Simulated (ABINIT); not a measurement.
An input for ABINIT 10.8.3 (BiOBr (P4/nmm)):

```
acell 3*1.0 Angstrom
rprim 
  3.916000000000 0.000000000000 0.000000000000
  0.000000000000 3.916000000000 0.000000000000
  0.000000000000 0.000000000000 8.077000000000
ntypat 3
znucl 83 35 8
natom 6
typat 1 1 2 2 3 3
xred 
  0.000000000000 0.500000000000 0.154000000000
  0.500000000000 0.000000000000 0.846000000000
  0.000000000000 0.500000000000 0.653000000000
  0.500000000000 0.000000000000 0.347000000000
  0.000000000000 0.000000000000 0.000000000000
  0.500000000000 0.500000000000 0.000000000000
pp_dirpath "pseudos"
pseudos "Bi.upf, Br.upf, O.upf"
ecut 42
nspinor 2
ngkpt 4 4 2
nshiftk 1
shiftk 0 0 0
kptopt 1
chksymbreak 0
istwfk *1
occopt 1
irdwfk 1
optdriver 3
nband 222
ecuteps 3.5
inclvkb 0
awtr 1
symchi 1
indata_prefix "in"
outdata_prefix "out"
tmpdata_prefix "tmp"
gwmem 10
```

The database entry behind the starting cell differs from later determinations by our own check (0.1 to 0.3 % short, probably kX units), so it need not match the best structure at ambient conditions.

```sh
OMP_NUM_THREADS=1 mpirun -n 4 abinit run.abi > log
```

Estimate wall time and host memory on 4 MPI ranks of Arm Neoverse V1, shared host.

It took 47 min; on shared hardware allow 24 min to 1.6 h. Peak host memory was 2.4 GiB.

[Paths, hosts, dates, memory and timing lines, banners, echoed tables and standing remarks are left out of the program output.]

[Logs are printed without paths, hosts, clocks, repeated set-up lines and the standing remarks that a program may print on its own settings, such as how far it seeks lower states.]

[Runs of the session that timed out or met a known fault of the program may be left out.]

[Hosts, paths, dates, database ids (printed as entryN), source tags and the programs' standing remarks are cut or masked in the printed files.]

[G0W0 gaps are taken among the corrected bands and points alone; a level outside them can change the order at an edge.]

[Where Ansatz stands beside ABINIT at settings called matched, ABINIT's density can come from a denser mesh and the files from another edition; pairs whose starting gaps differed by over 0.03 eV were left out, so agreement reads better than it is.]
